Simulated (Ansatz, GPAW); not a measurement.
# 1T-SbSBr under 1T-SrClBr, AA' in an electric field, part 2 of 2

How does 1T-SbSBr under 1T-SrClBr, AA' screen a perpendicular field?

GPAW 26.7.0 and Ansatz 0.2.0; Ansatz plane waves; layer without images along its normal, relaxation of atoms and in-plane cell, with D3(BJ) dispersion (the session's first sound run).

So far. Step 2 (Relaxation): The relaxation lowered the energy of the cell by 0.284 eV.

## Step 3: Plane waves, PBE

With the geometry fixed, the planar mean of the potential gives the vacuum level on each side.

This step: GPAW, PAW setups; slab in vacuum (GPAW 26.7.0).

The cell differs from the one that the last finished run ended in (c 42.744 → 25.402 Å).

File run.py:

```python
import json
import numpy as np
from ase import Atoms
from gpaw import GPAW, PW

slab = Atoms(
    ['Br', 'Sb', 'S', 'Br', 'Sr', 'Cl'],
    positions=[
        [2.07422, 1.19755, 8.00000],
        [0.00000, -0.00000, 9.84683],
        [-0.00000, 2.39510, 11.12213],
        [2.07422, 1.19755, 14.06715],
        [-0.00000, 2.39510, 15.85284],
        [-0.00000, 0.00000, 17.40222]],
    cell=[[4.14843, 0.0, 0.0], [-2.07422, 3.59265, 0.0], [0.0, 0.0, 25.4022]],
    pbc=[True, True, False])

slab.calc = GPAW(mode=PW(400), xc='PBE', kpts={'size': (9, 9, 1), 'gamma': True},
                 occupations={'name': 'fermi-dirac', 'width': 0.05}, nbands='160%',
                 convergence={'density': 1e-05}, maxiter=200,
                 poissonsolver={'dipolelayer': 'xy'},
                 symmetry={'tolerance': 1e-3}, txt='slab.txt')
result = {}
energy = slab.get_potential_energy()
fermi = slab.calc.get_fermi_level()
v = slab.calc.get_electrostatic_potential().mean((0, 1)) - fermi
n = slab.calc.get_pseudo_density().mean((0, 1))
L = slab.cell[2, 2]
z = np.arange(len(v)) * L / len(v)
low, high = slab.positions[:, 2].min(), slab.positions[:, 2].max()
below, above = np.interp([low - 5.8, high + 5.8], z, v)
slopes = [np.interp(x, z, np.gradient(v, z)) for x in (low - 5.8, high + 5.8)]
eps = np.array([[slab.calc.get_eigenvalues(k, s) for k in range(len(slab.calc.get_ibz_k_points()))]
                for s in range(slab.calc.get_number_of_spins())]) - fermi
top, bottom = eps[eps < 0].max(), eps[eps > 0].min()
dipole = slab.get_dipole_moment()[2]
print(f'energy {energy:.4f} eV, Fermi level {fermi:.4f} eV, dipole {dipole:.5f} e A')
print(f'potential 5.8 A off the faces, from the Fermi level: lower {below:.4f} eV, upper {above:.4f} eV')
print(f'slope of the potential there: lower {slopes[0]:.5f}, upper {slopes[1]:.5f} eV/A')
print(f'nearest levels on the mesh: {top:.4f} and {bottom:.4f} eV')
print('magnetic moment', round(slab.get_magnetic_moment(), 3))
result.update(energy=energy, fermi=fermi, dipole=dipole, below=below, above=above, slopes=slopes, edges=[top, bottom],
              z=z.tolist(), v=v.tolist(), n=n.tolist(), positions=slab.positions.tolist(),
              forces=slab.get_forces(apply_constraint=False).tolist(), moments=slab.get_magnetic_moments().tolist())
json.dump(result, open('result.json', 'w'))
```

Command:

```
$ OMP_NUM_THREADS=1 OPENBLAS_NUM_THREADS=1 python run.py
```

The program printed:

```text
energy -22.7891 eV, Fermi level -1.2232 eV, dipole 0.02938 e A
potential 5.8 A off the faces, from the Fermi level: lower 5.7621 eV, upper 5.4043 eV
slope of the potential there: lower -0.00000, upper 0.00002 eV/A
nearest levels on the mesh: -0.6667 and 0.5311 eV
magnetic moment 0.0
```

It took 32 s on 1 thread of Intel Xeon 6975P-C (Granite Rapids), shared host; peak memory 0.31 GiB.

Numbers from this step:

```
dipole along the normal                    : 0.02938 e·Å
levels nearest the Fermi level on the mesh : -0.6667, 0.5311 eV from the Fermi level
upper work function                        : 5.404 eV
lower work function                        : 5.762 eV
upper ionisation energy                    : 6.071 eV
```

The electrostatic potential energy of an electron (without an applied field's), less the Fermi level, planar mean by z:

```tsv
z (Å)	electrostatic potential energy of an electron (without an applied field's), less the Fermi level, planar mean (eV)
0.0	5.58
0.5	5.76
1.0	5.76
1.5	5.76
2.0	5.76
2.5	5.76
3.0	5.76
3.5	5.76
4.0	5.76
4.5	5.76
5.0	5.76
5.5	5.75
6.0	5.70
6.5	5.44
7.0	4.19
7.5	-1.23
8.0	-8.81
8.5	-2.91
9.0	-1.20
9.5	-8.98
10.0	-12.7
10.5	-6.40
11.0	-10.1
11.5	-3.26
12.0	3.45
12.5	4.95
13.0	4.26
13.5	-0.338
14.0	-8.96
14.5	-4.64
15.0	-1.98
15.5	-8.51
16.0	-11.7
16.5	-4.14
17.0	-4.83
17.5	-8.91
18.0	1.18
18.5	4.59
19.0	5.25
19.5	5.38
20.0	5.40
20.5	5.40
21.0	5.40
21.5	5.40
22.0	5.40
22.5	5.40
23.0	5.40
23.5	5.40
24.0	5.40
24.5	5.40
25.0	5.41
```

The pseudo valence density, planar mean oscillates, so the rows of the table below give means over windows of 1.48 Å about each position, cut where the curve ends. Its maxima inside the range that stand out by 2 % of the span (Å: e/Å³): 8.5: 0.293, 9.9: 1.03, 14.4: 0.297, 15.9: 0.524, 17.1: 0.348. Its minima: 8.9: 0.226, 12.5: 0.0397, 15.0: 0.228, 16.7: 0.289.

Pseudo valence density, planar mean against z; means over each step:

z (Å), pseudo valence density, planar mean (e/Å³) and a bar:
```
     3.70       0.00 
     5.18       0.00 
     6.66       0.06 ###
     8.14       0.27 #############
     9.62       0.61 ##############################
    11.10       0.30 ###############
    12.58       0.08 ####
    14.06       0.26 #############
    15.54       0.37 ##################
    17.02       0.32 ################
    18.50       0.09 #####
    19.98       0.00 
    21.46       0.00
```

Force by atom:

```tsv
atom	x (eV/Å)	y (eV/Å)	z (eV/Å)	size
Br1	0.0000	0.0000	-0.0754	0.0754
Sb2	0.0000	0.0000	-0.0480	0.0480
S3	0.0000	0.0000	-0.0250	0.0250
Br4	0.0000	0.0000	0.0079	0.0079
Sr5	0.0000	0.0000	0.0525	0.0525
Cl6	0.0000	0.0000	0.0872	0.0872
```

The layer is gapped, so the Fermi level lies somewhere inside the gap, set by smearing and numerics, and these work functions are no property of the material; the band edges below the vacuum level are. The potential is flat to 1.7e-5 eV/Å where it is read, so the vacuum is wide enough. The geometry is the other program's minimum (found with a dispersion term); here the largest force on a free atom is 0.087 eV/Å.

## Step 4: In a field

A uniform field along the normal polarises the slab; the atoms stay fixed, so this is the electronic response alone.

Changes to run.py since step 3:

```diff
@@ -4,2 +4,3 @@
 from gpaw import GPAW, PW
+from gpaw.external import ConstantElectricField
 
@@ -21,2 +22,3 @@
                  poissonsolver={'dipolelayer': 'xy'},
+                 external=ConstantElectricField(-0.2, [0, 0, 1]),
                  symmetry={'tolerance': 1e-3}, txt='slab.txt')
```

The program printed:

```text
energy -22.7980 eV, Fermi level -1.0402 eV, dipole -0.11811 e A
potential 5.8 A off the faces, from the Fermi level: lower 4.6620 eV, upper 6.0960 eV
slope of the potential there: lower 0.00001, upper 0.00005 eV/A
nearest levels on the mesh: -0.6792 and 0.5379 eV
magnetic moment 0.0
```

Elapsed: 1.7 min, on 1 thread; peak memory 0.56 GiB.

This step gave:

```
dipole along the normal                                         : -0.1181 e·Å
levels nearest the Fermi level on the mesh                      : -0.6792, 0.5379 eV from the Fermi level
potential below the slab, the applied field's own ramp left out : 4.662 eV from the Fermi level
potential above the slab, the applied field's own ramp left out : 6.096 eV from the Fermi level
```

The electrostatic potential energy of an electron (without an applied field's), less the Fermi level, planar mean by z:

```tsv
z (Å)	electrostatic potential energy of an electron (without an applied field's), less the Fermi level, planar mean (eV)
0.0	5.38
0.5	4.66
1.0	4.66
1.5	4.66
2.0	4.66
2.5	4.66
3.0	4.66
3.5	4.66
4.0	4.66
4.5	4.66
5.0	4.66
5.5	4.65
6.0	4.60
6.5	4.36
7.0	3.13
7.5	-2.22
8.0	-9.72
8.5	-3.74
9.0	-1.93
9.5	-9.62
10.0	-13.3
10.5	-6.84
11.0	-10.5
11.5	-3.53
12.0	3.25
12.5	4.79
13.0	4.15
13.5	-0.390
14.0	-8.93
14.5	-4.53
15.0	-1.79
15.5	-8.25
16.0	-11.3
16.5	-3.74
17.0	-4.35
17.5	-8.36
18.0	1.80
18.5	5.25
19.0	5.93
19.5	6.06
20.0	6.09
20.5	6.09
21.0	6.10
21.5	6.10
22.0	6.10
22.5	6.10
23.0	6.10
23.5	6.10
24.0	6.10
24.5	6.10
25.0	6.07
```

Force by atom:

```tsv
atom	x (eV/Å)	y (eV/Å)	z (eV/Å)	size
Br1	0.000	0.000	-0.036	0.036
Sb2	0.000	0.000	-0.110	0.110
S3	0.000	0.000	-0.005	0.005
Br4	0.000	0.000	0.067	0.067
Sr5	0.000	0.000	-0.072	0.072
Cl6	0.000	0.000	0.157	0.157
```

The dipole is now -0.118 e Å, against 0.029 in the run without a field.

## Step 5: Field on

Changes to run.py since step 4:

```diff
@@ -22,3 +22,3 @@
                  poissonsolver={'dipolelayer': 'xy'},
-                 external=ConstantElectricField(-0.2, [0, 0, 1]),
+                 external=ConstantElectricField(-0.1, [0, 0, 1]),
                  symmetry={'tolerance': 1e-3}, txt='slab.txt')
```

The program printed:

```text
energy -22.7899 eV, Fermi level -1.1315 eV, dipole -0.04431 e A
potential 5.8 A off the faces, from the Fermi level: lower 5.2118 eV, upper 5.7497 eV
slope of the potential there: lower 0.00000, upper 0.00004 eV/A
nearest levels on the mesh: -0.6730 and 0.5347 eV
magnetic moment 0.0
```

The job ended after 95 s (1 thread; peak memory 0.56 GiB).

Numbers from this step:

```yaml
dipole_along_the_normal: -0.04431 e·Å
levels_nearest_the_fermi_level_on_the_mesh: -0.6730, 0.5347 eV from the Fermi level
potential_below_the_slab_the_applied_field_s_own_ramp_left_out: 5.212 eV from the Fermi level
potential_above_the_slab_the_applied_field_s_own_ramp_left_out: 5.750 eV from the Fermi level
```

The electrostatic potential energy of an electron (without an applied field's), less the Fermi level, planar mean oscillates, so the rows of the table below give means over windows of 1.91 Å about each position, cut where the curve ends. Its maxima inside the range that stand out by 2 % of the span (Å: eV): 8.8: -1.02, 10.6: -6.38, 12.6: 4.90, 14.9: -1.60, 16.7: -2.62. Its minima: 8.0: -9.36, 9.8: -13.9, 11.1: -10.7, 14.1: -9.38, 15.9: -12.3, 17.4: -9.68.

Table of electrostatic potential energy of an electron (without an applied field's), less the Fermi level, planar mean by z; means over each step:

```tsv
z (Å)	electrostatic potential energy of an electron (without an applied field's), less the Fermi level, planar mean (eV)
0.95	5.24
2.86	5.21
4.77	5.21
6.68	3.38
8.59	-5.16
10.50	-9.60
12.41	3.04
14.32	-4.37
16.23	-7.14
18.14	0.304
20.05	5.73
21.96	5.75
23.87	5.75
```

Force by atom:

```tsv
atom	x (eV/Å)	y (eV/Å)	z (eV/Å)	size
Br1	0.000	0.000	-0.055	0.055
Sb2	0.000	0.000	-0.080	0.080
S3	0.000	0.000	-0.016	0.016
Br4	0.000	0.000	0.038	0.038
Sr5	0.000	0.000	-0.010	0.010
Cl6	0.000	0.000	0.122	0.122
```

The dipole is now -0.0443 e Å, against 0.029 in the run without a field.

## Step 6: Field on

Changes to run.py since step 5:

```diff
@@ -22,3 +22,3 @@
                  poissonsolver={'dipolelayer': 'xy'},
-                 external=ConstantElectricField(-0.1, [0, 0, 1]),
+                 external=ConstantElectricField(-0.05, [0, 0, 1]),
                  symmetry={'tolerance': 1e-3}, txt='slab.txt')
```

The program printed:

```text
energy -22.7886 eV, Fermi level -1.1774 eV, dipole -0.00745 e A
potential 5.8 A off the faces, from the Fermi level: lower 5.4868 eV, upper 5.5771 eV
slope of the potential there: lower -0.00000, upper 0.00003 eV/A
nearest levels on the mesh: -0.6699 and 0.5329 eV
magnetic moment 0.0
```

It took 94 s on 1 thread; peak memory 0.55 GiB.

The electrostatic potential energy of an electron (without an applied field's), less the Fermi level, planar mean by z:

```tsv
z (Å)	electrostatic potential energy of an electron (without an applied field's), less the Fermi level, planar mean (eV)
0.0	5.53
0.5	5.49
1.0	5.49
1.5	5.49
2.0	5.49
2.5	5.49
3.0	5.49
3.5	5.49
4.0	5.49
4.5	5.49
5.0	5.48
5.5	5.47
6.0	5.42
6.5	5.17
7.0	3.92
7.5	-1.48
8.0	-9.04
8.5	-3.12
9.0	-1.38
9.5	-9.14
10.0	-12.9
10.5	-6.51
11.0	-10.2
11.5	-3.33
12.0	3.40
12.5	4.91
13.0	4.24
13.5	-0.351
14.0	-8.95
14.5	-4.61
15.0	-1.94
15.5	-8.45
16.0	-11.6
16.5	-4.04
17.0	-4.71
17.5	-8.77
18.0	1.33
18.5	4.76
19.0	5.42
19.5	5.55
20.0	5.57
20.5	5.58
21.0	5.58
21.5	5.58
22.0	5.58
22.5	5.58
23.0	5.58
23.5	5.58
24.0	5.58
24.5	5.58
25.0	5.58
```

## Step 7: In a field

Changes to run.py since step 6:

```diff
@@ -22,3 +22,3 @@
                  poissonsolver={'dipolelayer': 'xy'},
-                 external=ConstantElectricField(-0.05, [0, 0, 1]),
+                 external=ConstantElectricField(0.05, [0, 0, 1]),
                  symmetry={'tolerance': 1e-3}, txt='slab.txt')
```

The program printed:

```text
energy -22.7915 eV, Fermi level -1.2693 eV, dipole 0.06634 e A
potential 5.8 A off the faces, from the Fermi level: lower 6.0378 eV, upper 5.2321 eV
slope of the potential there: lower -0.00002, upper 0.00002 eV/A
nearest levels on the mesh: -0.6636 and 0.5293 eV
magnetic moment 0.0
```

The job ended after 76 s (1 thread; peak memory 0.56 GiB).

## Step 8: In a field

Changes to run.py since step 7:

```diff
@@ -22,3 +22,3 @@
                  poissonsolver={'dipolelayer': 'xy'},
-                 external=ConstantElectricField(0.05, [0, 0, 1]),
+                 external=ConstantElectricField(0.1, [0, 0, 1]),
                  symmetry={'tolerance': 1e-3}, txt='slab.txt')
```

The program printed:

```text
energy -22.7958 eV, Fermi level -1.3154 eV, dipole 0.10323 e A
potential 5.8 A off the faces, from the Fermi level: lower 6.3134 eV, upper 5.0598 eV
slope of the potential there: lower -0.00002, upper 0.00001 eV/A
nearest levels on the mesh: -0.6604 and 0.5273 eV
magnetic moment 0.0
```

Elapsed: 76 s, on 1 thread; peak memory 0.56 GiB.

The dipole is now 0.103 e Å, against 0.029 in the run without a field.

## Step 9: In a field

Changes to run.py since step 8:

```diff
@@ -22,3 +22,3 @@
                  poissonsolver={'dipolelayer': 'xy'},
-                 external=ConstantElectricField(0.1, [0, 0, 1]),
+                 external=ConstantElectricField(0.2, [0, 0, 1]),
                  symmetry={'tolerance': 1e-3}, txt='slab.txt')
```

The program printed:

```text
energy -22.8098 eV, Fermi level -1.4075 eV, dipole 0.17706 e A
potential 5.8 A off the faces, from the Fermi level: lower 6.8654 eV, upper 4.7154 eV
slope of the potential there: lower -0.00003, upper 0.00000 eV/A
nearest levels on the mesh: -0.6538 and 0.5232 eV
magnetic moment 0.0
```

Wall time 74 s (1 thread); peak memory 0.55 GiB.

The dipole is now 0.177 e Å, against 0.029 in the run without a field.

## Step 10: Field on

Changes to run.py since step 9:

```diff
@@ -22,3 +22,3 @@
                  poissonsolver={'dipolelayer': 'xy'},
-                 external=ConstantElectricField(0.2, [0, 0, 1]),
+                 external=ConstantElectricField(0.3, [0, 0, 1]),
                  symmetry={'tolerance': 1e-3}, txt='slab.txt')
```

The program printed:

```text
energy -22.8312 eV, Fermi level -1.4997 eV, dipole 0.25094 e A
potential 5.8 A off the faces, from the Fermi level: lower 7.4182 eV, upper 4.3711 eV
slope of the potential there: lower -0.00005, upper -0.00001 eV/A
nearest levels on the mesh: -0.6472 and 0.5187 eV
magnetic moment 0.0
```

It took 77 s on 1 thread; peak memory 0.55 GiB.

The electrostatic potential energy of an electron (without an applied field's), less the Fermi level, planar mean oscillates, so the rows of the table below give means over windows of 1 Å about each position, cut where the curve ends. Its maxima inside the range that stand out by 2 % of the span (Å: eV): 3.3: 7.42, 8.8: 0.524, 10.6: -5.52, 12.6: 5.20, 14.9: -1.97, 16.7: -3.48. Its minima: 8.0: -7.54, 9.8: -12.7, 11.1: -10.00, 14.1: -9.46, 15.9: -12.9, 17.4: -10.7.

The electrostatic potential energy of an electron (without an applied field's), less the Fermi level, planar mean by z; means over each step:

```tsv
z (Å)	electrostatic potential energy of an electron (without an applied field's), less the Fermi level, planar mean (eV)
0	6.85
1	7.42
2	7.42
3	7.42
4	7.42
5	7.41
6	7.31
7	5.07
8	-4.72
9	-1.79
10	-9.93
11	-7.25
12	2.88
13	3.78
14	-6.41
15	-3.88
16	-10.1
17	-6.51
18	-1.11
19	4.15
20	4.36
21	4.37
22	4.37
23	4.37
24	4.37
25	4.56
```

The dipole is now 0.251 e Å, against 0.029 in the run without a field.

## Step 11: The series

The members are put on one axis.

This step: induced dipole against applied field (GPAW 26.7.0).

Table of dipole along the normal by field:

```tsv
field (V/Å)	dipole along the normal (e·Å)
-0.200	-0.118
-0.100	-0.0443
-0.050	-0.00745
0.000	0.0294
0.050	0.0663
0.100	0.103
0.200	0.177
0.300	0.251
```

## Step 12: What came out

```json
{
  "work function, upper and lower face (Fermi level placed in the gap by the smearing)": "5.404 and 5.762 eV",
  "ionisation energy from the upper face (highest filled level on the mesh)": "6.07 eV",
  "electron affinity from the upper face (lowest empty Kohn-Sham level on the mesh)": "4.87 eV",
  "dipole along the normal": "0.0294 e Å",
  "induced dipole per field": "0.738 e Å per V/Å",
  "out-of-plane polarisability per area, α/(ε0 A)": "8.96 Å"
}
```

What this shows: The field induces 0.738 e Å per V/Å, a polarisable thickness α/(ε0 A) of 8.96 Å beside 9.40 Å between the outermost nuclei. A perfect conductor would give the distance between its two image planes; a dielectric of thickness t gives t(1 - 1/ε). The two faces differ by 0.36 eV, the step that the slab's dipole makes (e p/(ε0 A) gives 0.36 eV), so the dipole layer is needed. The levels nearest the Fermi level on the mesh lie 1.20 eV apart, so the slab is gapped there: the smearing puts the Fermi level inside the gap, and from either face the ionisation energy is the work function plus 0.67 eV. Both are Kohn-Sham levels on the mesh, and semilocal gaps are too small, so the affinity tends to come out too large and the ionisation energy too small. The induced dipole is linear in the field over this range. The layers' spacing was relaxed with a D3(BJ) dispersion term, which the later single points do not need. With elements this heavy, spin-orbit coupling can move band edges by tenths of an eV. The two layers were forced onto one 1×1 cell, so each is strained from its own lattice constant, in some pairs by much; the numbers describe this forced stack. The layer's cell and atoms come from the relaxation; spin-orbit coupling and temperature are left out.

[Logs are printed without paths, hosts, clocks, repeated set-up lines and the standing remarks that a program may print on its own settings, such as how far it seeks lower states.]

[Hosts, paths, dates, database ids (printed as entryN), source tags and the programs' standing remarks are cut or masked in the printed files.]
